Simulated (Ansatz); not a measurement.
## ScPd3N2, from a guessed structure to a relaxed one

Starting from a made-up structure for ScPd3N2, the aim is the relaxed cell, its shortest contacts and, where a second run follows, its electronic structure.

Calculated with Ansatz 0.2.0; DFT, r2SCAN, plane-wave PAW, files of the set soft_1, scalar-relativistic, no spin, cell and ions relaxed at zero pressure; PAW set soft_1, in the first sound run; inputs show where later runs differ.

## Step 1: The starting structure

It takes space group P6/mmm (No. 191, hexagonal). The conventional cell has a = 5.198 Å, b = 5.198 Å, c = 3.258 Å, α = 90.00°, β = 90.00°, γ = 120.00°. Nearest to Pd lie 4 N at 2.21 Å. Nearest to Sc lie 6 N at 3.00 Å and 12 Pd at 3.07 Å and 2 Sc at 3.26 Å. N has 6 Pd at 2.21 Å and 3 Sc at 3.00 Å nearest. Farther neighbours and most contacts between anions are not listed.

## Step 2: Relaxing cell and atoms

The guess takes its coordinates from another compound and its volume from a rule, so the cell and any free coordinates are relaxed together.

Contents of input.yaml:

```yaml
crystal:
  lattice:
    - [5.198, 0.0, 0.0]
    - [-2.599, 4.501600049, 0.0]
    - [0.0, 0.0, 3.258]
  atoms:
    - { symbol: Pd, position: [0.0, 0.5, 0.5] }
    - { symbol: Pd, position: [0.5, 0.5, 0.5] }
    - { symbol: Pd, position: [0.5, 0.0, 0.5] }
    - { symbol: Sc, position: [0.0, 0.0, 0.0] }
    - { symbol: "N", position: [0.666666667, 0.333333333, 0.0] }
    - { symbol: "N", position: [0.333333333, 0.666666667, 0.0] }
kpoints:
  mp_grid: { grid: [6, 6, 8] }
scf:
  occupations: { method: fermi_dirac, width: 0.05 }
hamiltonian:
  xc: r2scan
  pseudopotentials: { kind: paw, azcp: { folder: soft_1 } }
relax:
  f_tol: 0.015
  max_steps: 70
  cell: {}
output:
  forces: true
  stress: true
```

Launch:

```
ansatz run input.yaml --threads 4 --pin off --max-ram 10240MiB --backend cpu --events-out ev --progress --plain --runs-dir out
```

Numbers of over 12 decimals in the logs are rounded to 6 here.

The log of the run:

```text
Engine: ansatz 0.2.0, aarch64-unknown-linux-gnu
Pseudopotentials: kind: paw
Pseudopotential: Pd, paw, valence charge 18, recommended cutoff 500 eV (meta_gga), soft_1/Pd.paw.azcp
Pseudopotential: Sc, paw, valence charge 11, recommended cutoff 500 eV (meta_gga), soft_1/Sc.paw.azcp
Pseudopotential: N, paw, valence charge 5, recommended cutoff 500 eV (meta_gga), soft_1/N.paw.azcp
Functional definition: r2SCAN
  parameter k0 = 0.174
  parameter k1 = 0.065
  parameter a1 = 4.9479
  exchange = r2scan_x(k0 = k0, k1 = k1, a1 = a1)
  correlation = r2scan_c
Crystal: 6 atoms, lattice volume = 76.235 Å³
Basis set: ecut = 500 eV, 1931 PW (Γ), exchange–correlation on 160×160×96 points (64 copies of the dense FFT grid, shifted against one another)
Bands: 45, of which v1, the nominal top of the filled ones, is band 38 counted from 1 (37 counted from 0)
Symmetry: 24 space group operations
Space group: P6/mmm (ITA 191), of the structure as read, at distance tolerance 4.2e-5 Å
k-points: 35 of 288
Non-local potential: Pd, projectors of the file, l = 0: 2, l = 1: 2, l = 2: 2, l = 3: 1
Non-local potential: Sc, projectors of the file, l = 0: 3, l = 1: 2, l = 2: 3, l = 3: 1
Non-local potential: N, projectors of the file, l = 0: 2, l = 1: 2, l = 2: 1
PAW form: soft (Blöchl's): semilocal exchange-correlation on the pseudo side does not see the compensation charge
PAW frozen core: Pd, regenerated for the run's functional (the file was generated under x = pbe(κ = 0.804, μ = 0.219515), c = pbe(β = 0.066725))
PAW frozen core: Sc, regenerated for the run's functional (the file was generated under x = pbe(κ = 0.804, μ = 0.219515), c = pbe(β = 0.066725))
PAW frozen core: N, regenerated for the run's functional (the file was generated under x = pbe(κ = 0.804, μ = 0.219515), c = pbe(β = 0.066725))
PAW one-centre angular grid: Pd, 590 points (default); XC on 160 Gauss nodes
PAW one-centre angular grid: Sc, 590 points (default); XC on 224 Gauss nodes
PAW one-centre angular grid: N, 302 points (default); XC on 160 Gauss nodes
Initial density: superposition of atomic densities (chi_scale 0.1, normalization cell, long waves kept (reshape's long-wave potential 0.03 eV rms))
Initial wavefunctions: pseudopotential atomic-orbital guess
Functional: x = r2scan, c = r2scan; τ floored in thin density (d = 2e-4 eV/Å³)
SCF iter   1: F=—  HF=-23887.123870 eV  |F-HF|=—  |Δ(HF+E_count)|=         —  Δρ=5.29e-1  dr2=4.63e2  dr2_τ=1.10e1  ethr=3.10e-3  ⟨swp⟩=4.7  Hψ=4664  notcnv=0
preconditioner: auto → Kerker (q_TF=auto, 2.721 Å⁻¹)  [metal: Δε(μ)=0.026 eV  Ē_g=5.864 eV  σ=0.050 eV  W_gap=0.13  n_scr=26 (ndim 8)  ℏωp=27.9 eV  f_vac=0.000  D(μ)=8.45/eV (n_scr^D=112)]
SCF iter   2: F=—  HF=-23875.617033 eV  |F-HF|=—  |Δ(HF+E_count)|=    1.15e1  Δρ=2.55e-1  dr2=5.61e1  dr2_τ=1.52e1  ethr=3.10e-3  ⟨swp⟩=6.3  Hψ=5000  notcnv=0  defer=5
SCF iter   3: F=—  HF=-23870.186199 eV  |F-HF|=—  |Δ(HF+E_count)|=    5.43e0  Δρ=1.42e-1  dr2=2.17e1  dr2_τ=9.89e-1  ethr=3.10e-3  ⟨swp⟩=3.5  Hψ=3537  notcnv=0  defer=69
SCF iter   4: F=—  HF=-23866.249301 eV  |F-HF|=—  |Δ(HF+E_count)|=    3.94e0  Δρ=7.38e-2  dr2=7.40e0  dr2_τ=2.82e-1  ethr=3.10e-3  ⟨swp⟩=4.2  Hψ=3210  notcnv=0  defer=66
SCF iter   5: F=—  HF=-23864.920659 eV  |F-HF|=—  |Δ(HF+E_count)|=    1.33e0  Δρ=3.18e-2  dr2=1.48e0  dr2_τ=3.31e-2  ethr=3.10e-3  ⟨swp⟩=3.7  Hψ=3159  notcnv=0  defer=51
SCF iter   6: F=—  HF=-23864.827842 eV  |F-HF|=—  |Δ(HF+E_count)|=   9.28e-2  Δρ=3.09e-2  dr2=1.76e0  dr2_τ=4.04e-2  ethr=1.97e-3  ⟨swp⟩=3.7  Hψ=3681  notcnv=0  defer=35
SCF iter   7: F=—  HF=-23864.723781 eV  |F-HF|=—  |Δ(HF+E_count)|=   1.04e-1  Δρ=1.51e-2  dr2=3.49e-1  dr2_τ=5.75e-3  ethr=1.97e-3  ⟨swp⟩=2.3  Hψ=1828  notcnv=0  defer=29
SCF iter   8: F=—  HF=-23864.689866 eV  |F-HF|=—  |Δ(HF+E_count)|=   3.39e-2  Δρ=5.41e-3  dr2=1.82e-2  dr2_τ=8.04e-4  ethr=4.65e-4  ⟨swp⟩=2.7  Hψ=1965  notcnv=0  defer=24
SCF iter   9: F=—  HF=-23864.689685 eV  |F-HF|=—  |Δ(HF+E_count)|=   1.81e-4  Δρ=2.52e-3  dr2=5.83e-3  dr2_τ=1.53e-4  ethr=2.43e-5  ⟨swp⟩=2.1  Hψ=2534  notcnv=0  defer=22
SCF iter  10: F=—  HF=-23864.689106 eV  |F-HF|=—  |Δ(HF+E_count)|=   5.79e-4  Δρ=1.04e-3  dr2=1.53e-3  dr2_τ=4.22e-5  ethr=7.77e-6  ⟨swp⟩=2.0  Hψ=2978  notcnv=0  defer=22
SCF iter  11: F=—  HF=-23864.689034 eV  |F-HF|=—  |Δ(HF+E_count)|=   7.19e-5  Δρ=1.46e-4  dr2=1.21e-5  dr2_τ=1.57e-6  ethr=2.04e-6  ⟨swp⟩=2.0  Hψ=2059  notcnv=0  defer=22
SCF iter  12: F=—  HF=-23864.689038 eV  |F-HF|=—  |Δ(HF+E_count)|=   4.14e-6  Δρ=4.09e-5  dr2=1.65e-6  dr2_τ=4.62e-8  ethr=1.62e-8  ⟨swp⟩=2.0  Hψ=2736  notcnv=0  defer=22
SCF iter  13: F=-23864.689038 eV  HF=-23864.689038 eV  |F-HF|=1.11e-8  |Δ(HF+E_count)|=   5.03e-7  Δρ=6.86e-6  dr2=3.22e-8  dr2_τ=1.93e-9  ethr=1.33e-10  ⟨swp⟩=3.0  Hψ=5821  notcnv=0
SCF 1 converged in 13 iterations: F = -23864.689038 eV  dr2 = 3.22e-8
  greatest PAW one-centre occupation: 1.000 electrons in one spin orbital (limit 2), on the Pd atom at site 2 (counted from 0), in its partial waves of l = 0
relax step   1: F+E_penalty+E_count = -23864.68903833 eV  Δ(F+E_penalty+E_count) = +0.000e0 eV  max|allowed force component| = 4.626e-17 eV/Å  Δτ_max = 0.0000 Å  P = +7.991 GPa  Ω = 76.235 Å³  (13 SCF iters, dr2 threshold 1.00e-7 eV, accepted)
Crystal: 6 atoms, lattice volume = 80.610 Å³
Basis set: ecut = 500 eV, 2063 PW (Γ), exchange–correlation on 160×160×96 points (64 copies of the dense FFT grid, shifted against one another)
Initial density: handed on by an earlier stage of this run
Initial wavefunctions: those handed on with the density
iter 1 solved again at ethr=5.24e-4 eV; its pass at ethr=3.10e-3 eV (dr2=3.93e-1 eV) is discarded
SCF iter   1: F=—  HF=-23864.489717 eV  |F-HF|=—  |Δ(HF+E_count)|=         —  Δρ=1.69e-2  dr2=3.98e-1  dr2_τ=3.12e-1  ethr=5.24e-4  ⟨swp⟩=1.1  Hψ=7268  notcnv=0
preconditioner: auto → Kerker (q_TF=auto, 2.696 Å⁻¹)  [metal: Δε(μ)=0.007 eV  Ē_g=6.442 eV  σ=0.050 eV  W_gap=0.04  n_scr=32 (ndim 8)  ℏωp=27.1 eV  f_vac=0.000  D(μ)=5.59/eV (n_scr^D=56)]
SCF iter   2: F=—  HF=-23864.893957 eV  |F-HF|=—  |Δ(HF+E_count)|=   4.04e-1  Δρ=1.22e-2  dr2=1.38e-1  dr2_τ=1.76e-2  ethr=5.24e-4  ⟨swp⟩=2.0  Hψ=2471  notcnv=0
SCF iter   3: F=—  HF=-23864.888441 eV  |F-HF|=—  |Δ(HF+E_count)|=   5.52e-3  Δρ=4.46e-3  dr2=1.06e-2  dr2_τ=4.04e-4  ethr=1.84e-4  ⟨swp⟩=2.0  Hψ=1971  notcnv=0  defer=17
SCF iter   4: F=—  HF=-23864.887986 eV  |F-HF|=—  |Δ(HF+E_count)|=   4.55e-4  Δρ=1.70e-3  dr2=1.85e-3  dr2_τ=1.89e-4  ethr=1.42e-5  ⟨swp⟩=2.2  Hψ=2461  notcnv=0  defer=17
[...]
SCF iter   2: F=—  HF=-23864.949881 eV  |F-HF|=—  |Δ(HF+E_count)|=   4.83e-2  Δρ=6.60e-3  dr2=5.66e-2  dr2_τ=6.65e-3  ethr=2.13e-4  ⟨swp⟩=2.0  Hψ=2175  notcnv=0
SCF iter   3: F=—  HF=-23864.948385 eV  |F-HF|=—  |Δ(HF+E_count)|=   1.50e-3  Δρ=2.53e-3  dr2=3.57e-3  dr2_τ=1.25e-4  ethr=7.54e-5  ⟨swp⟩=2.0  Hψ=1879  notcnv=0  defer=5
SCF iter   4: F=—  HF=-23864.948832 eV  |F-HF|=—  |Δ(HF+E_count)|=   4.47e-4  Δρ=7.82e-4  dr2=9.58e-4  dr2_τ=2.66e-5  ethr=4.76e-6  ⟨swp⟩=2.3  Hψ=2700  notcnv=0  defer=5
SCF iter   5: F=—  HF=-23864.948870 eV  |F-HF|=—  |Δ(HF+E_count)|=   3.76e-5  Δρ=4.09e-4  dr2=2.56e-4  dr2_τ=9.12e-6  ethr=1.28e-6  ⟨swp⟩=1.1  Hψ=1574  notcnv=0  defer=5
SCF iter   6: F=—  HF=-23864.948883 eV  |F-HF|=—  |Δ(HF+E_count)|=   1.34e-5  Δρ=2.24e-4  dr2=5.94e-5  dr2_τ=3.18e-6  ethr=3.41e-7  ⟨swp⟩=1.2  Hψ=1608  notcnv=0  defer=5
SCF iter   7: F=—  HF=-23864.948888 eV  |F-HF|=—  |Δ(HF+E_count)|=   4.79e-6  Δρ=4.19e-5  dr2=1.79e-6  dr2_τ=1.33e-7  ethr=7.92e-8  ⟨swp⟩=2.3  Hψ=2414  notcnv=0  defer=5
SCF iter   8: F=-23864.948889 eV  HF=-23864.948889 eV  |F-HF|=5.55e-9  |Δ(HF+E_count)|=   5.62e-7  Δρ=1.72e-5  dr2=2.58e-7  dr2_τ=1.59e-8  ethr=8.00e-10  ⟨swp⟩=4.0  Hψ=5010  notcnv=0
SCF 3 converged in 8 iterations: F = -23864.948889 eV  dr2 = 2.58e-7
  greatest PAW one-centre occupation: 1.000 electrons in one spin orbital (limit 2), on the Pd atom at site 0 (counted from 0), in its partial waves of l = 0
relax step   3: F+E_penalty+E_count = -23864.94888859 eV  Δ(F+E_penalty+E_count) = -6.045e-2 eV  max|allowed force component| = 2.776e-17 eV/Å  Δτ_max = 0.0000 Å  P = -3.043 GPa  Ω = 80.744 Å³  energy of the carried Pulay correction = -4.510e-3 eV  (8 SCF iters, dr2 threshold 6.00e-7 eV, accepted)
[...]
relax step   4: F+E_penalty+E_count = -23865.03172687 eV  Δ(F+E_penalty+E_count) = -8.284e-2 eV  max|allowed force component| = 3.701e-17 eV/Å  Δτ_max = 0.0000 Å  P = -0.190 GPa  Ω = 79.493 Å³  energy of the carried Pulay correction = -3.010e-3 eV  (9 SCF iters, dr2 threshold 6.00e-7 eV, accepted)
[...]
relax step   5: F+E_penalty+E_count = -23865.03247037 eV  Δ(F+E_penalty+E_count) = -7.435e-4 eV  max|allowed force component| = 3.701e-17 eV/Å  Δτ_max = 0.0000 Å  P = +0.095 GPa  Ω = 79.328 Å³  energy of the carried Pulay correction = -2.857e-3 eV  (7 SCF iters, dr2 threshold 4.20e-7 eV, accepted)
[...]
relax step   6: F+E_penalty+E_count = -23865.03247997 eV  Δ(F+E_penalty+E_count) = -9.608e-6 eV  max|allowed force component| = 3.701e-17 eV/Å  Δτ_max = 0.0000 Å  P = +0.003 GPa  Ω = 79.377 Å³  energy of the carried Pulay correction = -2.904e-3 eV  (6 SCF iters, dr2 threshold 5.81e-8 eV, accepted)
Basis set: ecut = 500 eV, 2009 PW (Γ), exchange–correlation on 180×180×96 points (64 copies of the dense FFT grid, shifted against one another)
Initial wavefunctions: pseudopotential atomic-orbital guess (no wavefunctions were taken with the density)
iter 1 solved again at ethr=1.25e-7 eV; its pass at ethr=3.10e-3 eV (dr2=9.34e-5 eV) is discarded
SCF iter   1: F=—  HF=-23865.037193 eV  |F-HF|=—  |Δ(HF+E_count)|=         —  Δρ=5.89e-4  dr2=2.55e-5  dr2_τ=1.36e-4  ethr=1.25e-7  ⟨swp⟩=3.0  Hψ=8770  notcnv=0
preconditioner: auto → Kerker (q_TF=auto, 2.703 Å⁻¹)  [metal: Δε(μ)=0.007 eV  Ē_g=6.695 eV  σ=0.050 eV  W_gap=0.03  n_scr=32 (ndim 8)  ℏωp=27.3 eV  f_vac=0.000  D(μ)=5.73/eV (n_scr^D=68)]
SCF iter   2: F=—  HF=-23865.037586 eV  |F-HF|=—  |Δ(HF+E_count)|=   3.93e-4  Δρ=3.03e-4  dr2=7.63e-6  dr2_τ=2.19e-5  ethr=3.40e-8  ⟨swp⟩=2.0  Hψ=2337  notcnv=0
SCF iter   3: F=—  HF=-23865.037751 eV  |F-HF|=—  |Δ(HF+E_count)|=   1.65e-4  Δρ=8.18e-5  dr2=6.72e-6  dr2_τ=9.19e-7  ethr=1.02e-8  ⟨swp⟩=2.0  Hψ=2435  notcnv=0
SCF iter   4: F=—  HF=-23865.037750 eV  |F-HF|=—  |Δ(HF+E_count)|=   7.99e-7  Δρ=1.67e-5  dr2=8.78e-8  dr2_τ=3.12e-8  ethr=8.96e-9  ⟨swp⟩=1.2  Hψ=1587  notcnv=0
SCF iter   5: F=—  HF=-23865.037750 eV  |F-HF|=—  |Δ(HF+E_count)|=   1.81e-7  Δρ=6.06e-6  dr2=3.14e-8  dr2_τ=4.64e-9  ethr=1.17e-10  ⟨swp⟩=2.0  Hψ=2338  notcnv=0
SCF iter   6: F=—  HF=-23865.037750 eV  |F-HF|=—  |Δ(HF+E_count)|=   4.13e-9  Δρ=2.18e-6  dr2=3.99e-9  dr2_τ=5.43e-10  ethr=4.18e-11  ⟨swp⟩=2.0  Hψ=2299  notcnv=0
SCF iter   7: F=—  HF=-23865.037750 eV  |F-HF|=—  |Δ(HF+E_count)|=   2.18e-9  Δρ=8.34e-7  dr2=7.11e-10  dr2_τ=3.67e-11  ethr=5.32e-12  ⟨swp⟩=2.0  Hψ=2286  notcnv=0
SCF iter   8: F=-23865.037750 eV  HF=-23865.037750 eV  |F-HF|=2.91e-11  |Δ(HF+E_count)|=  3.38e-10  Δρ=1.91e-7  dr2=2.20e-11  dr2_τ=1.62e-12  ethr=1.00e-12  ⟨swp⟩=3.0  Hψ=5813  notcnv=0
SCF 7 converged in 8 iterations: F = -23865.037750 eV  dr2 = 2.20e-11
relax step   7: F+E_penalty+E_count = -23865.03775040 eV  Δ(F+E_penalty+E_count) = -5.270e-3 eV  max|allowed force component| = 5.551e-17 eV/Å  Δτ_max = 0.0000 Å  P = +0.011 GPa  Ω = 79.377 Å³  stress off target by 4.99e-2 GPa  SCF on the basis re-selected at this cell (its energy is not comparable with the rows above)  (8 SCF iters)
basis re-selected at this cell: Δ(F+E_penalty+E_count) = -5.270e-3 eV, ΔP = +0.009 GPa vs the last step (what re-selecting the basis moved, of the pressure what is left beyond the Pulay correction that the steps carried, after the strain that the cell walked since its last selection, with what the two solves' SCF thresholds leave and, on support functions, any second-order correction that the steps lacked; it is no measure of the basis error at this ecutwfc). The dense FFT grid was sized anew with the basis: this SCF ran on 45×45×24 points, the steps before it on 40×40×24, so part of this shift can come from that change (see relax.cell in the input reference). [rest of the remark cut]
SCF converged after 8 iterations
Free energy (F): -23865.037750 eV
Harris-Foulkes:  -23865.037750 eV  (|F-HF|=2.91e-11)
Internal energy: -23864.992644 eV  (E = F + TS)
E sigma→0 (E₀):  -23865.015197 eV
Entropy (-TS):   -0.045106 eV (-7.518 meV/atom)
Fermi energy:    16.350347 eV
--- Per-component energies (eV) ---
  E_band       = -740.161622
  E_kinetic    = 1806.686952
  E_local      = -7863.083138  (includes V_loc(G=0)·N_el)
  E_nonlocal   = 1328.603328
  E_hartree    = 3169.903707
  E_xc         = -587.611576
  E_vxc        = -846.710446  (∫ρ·V_xc dr)
  E_paw        = -12755.244099  (= ΣΔE_a)
  E_vpaw       = -1564.925348  (= ΣTr[D̂ρ^β])
  E_aug_tail   = 0.000502  (compensation charges beyond the density's cutoff)
  E_vtau       = 59.459190  (kinetic-family band-sum trace: ∫τ·v_τ [+ j·A + Jᵃ·Aᵃ] dr)
  E_ewald      = -8962.594450
  E_core_change = -1.653871  (= ΣΔE_core)
  E_smearing   = -0.045106  (= −TS)
  E_closure    = -0.000000  (closes the sum)
  Σ components = -23865.037750   (vs F -23865.037750, Δ=0.00e0)
--- Forces (eV/Å), atoms counted from 1 ---
  atom   1  Pd    -0.00000000    -0.00000000     0.00000000
  atom   2  Pd     0.00000000    -0.00000000     0.00000000
  atom   3  Pd     0.00000000     0.00000000     0.00000000
  atom   4  Sc     0.00000000     0.00000000     0.00000000
  atom   5  N     -0.00000000     0.00000000     0.00000000
  atom   6  N     -0.00000000    -0.00000000     0.00000000
  max |Σ_I F_I| component: 1.16e-17 eV/Å
--- Stress (GPa, compression-positive) ---
        0.041926       0.000000       0.000000
        0.000000       0.041926       0.000000
        0.000000       0.000000      -0.049907
  P = ⅓ Tr σ = 0.0113 GPa (0.113 kbar)
--- Relaxed structure (6 steps of the walk, 6 accepted, 1 SCFs on fresh bases) ---
  F+E_penalty+E_count = -23865.03775040 eV   max|allowed force component| = 5.551e-17 eV/Å   (the final SCF, on the basis selected at the relaxed cell)
  cell:  # Å, volume = 79.3770 Å³
    - [5.551781, 0.0, 0.0]
    - [-2.775890, 4.807983, 0.0]
    - [0.0, 0.0, 2.973715]
  atoms:
    - { symbol: Pd, position: [0.0, 0.5, 0.500000] }
    - { symbol: Pd, position: [0.5, 0.5, 0.500000] }
    - { symbol: Pd, position: [0.5, 0, 0.500000] }
    - { symbol: Sc, position: [0, 0, 0.0] }
    - { symbol: N, position: [0.666667, 0.333333, 0.0] }
    - { symbol: N, position: [0.333333, 0.666667, 0.0] }
```

Elapsed: 24 s, on 4 threads of Arm Neoverse V2, shared host; peak memory 0.69 GiB.

This run has no spin polarisation although its electron count is odd.

The steps of the relaxation:

| step | energy less that of the first step (eV) | largest force component (eV/Å) | pressure (GPa) | volume (Å³) |
| --- | --- | --- | --- | --- |
| 1 | 0.0000 | 0.0000 | 7.99 | 76.23 |
| 2 | -0.1994 | 0.0000 | -2.84 | 80.61 |
| 3 | -0.2599 | 0.0000 | -3.04 | 80.74 |
| 4 | -0.3427 | 0.0000 | -0.19 | 79.49 |
| 5 | -0.3434 | 0.0000 | 0.09 | 79.33 |
| 6 | -0.3434 | 0.0000 | 0.00 | 79.38 |
| 7* | -0.3487 | 0.0000 | 0.01 | 79.38 |

Relaxation steps marked * repeat the geometry before them on a plane-wave basis chosen anew for their cell, so energy and pressure can jump there.

The run keeps the 24 symmetry operations that it works with, so distortions that break them were not tested.

| conventional cell, symmetrised | before | after | change |
| --- | --- | --- | --- |
| a (Å) | 5.198 | 5.552 | +6.8 % |
| b (Å) | 5.198 | 5.552 | +6.8 % |
| c (Å) | 3.258 | 2.974 | -8.7 % |
| volume (Å³/atom) | 12.71 | 13.23 | +4.1 % |

The relaxed structure:

```xyz
6
Lattice="5.5518 0.0000 0.0000 -2.7759 4.8080 0.0000 0.0000 0.0000 2.9737" Properties=species:S:1:pos:R:3 pbc="T T T"
Pd   -1.3879    2.4040    1.4869
Pd    1.3879    2.4040    1.4869
Pd    2.7759    0.0000    1.4869
Sc    0.0000    0.0000    0.0000
N     2.7759    1.6027    0.0000
N     0.0000    3.2053    0.0000
```

This step gave:

```
free energy             : -23865.0378 eV
energy at zero smearing : -23865.0152 eV
smearing term TS        : 0.04511 eV
Fermi energy            : 16.35 eV
electrons               : 75
symmetry operations     : 24
pressure                : 0.01132 GPa
```

Shortest distances by pair of elements, guess and relaxed (not always the same contact):

| pair | guess (Å) | relaxed (Å) |
| --- | --- | --- |
| N–Pd | 2.215 | 2.186 |
| Pd–Pd | 2.599 | 2.776 |
| Sc–Sc | 3.258 | 2.974 |
| N–N | 3.001 | 2.974 |
| Pd–Sc | 3.067 | 3.149 |

The relaxation ends with a pressure of 0.01 GPa.

(Part 1 of 2 ends here.)

[Logs are printed without paths, hosts, clocks, repeated set-up lines and the standing remarks that a program may print on its own settings, such as how far it seeks lower states.]

[Hosts, paths, dates, database ids (printed as entryN), source tags and the programs' standing remarks are cut or masked in the printed files.]
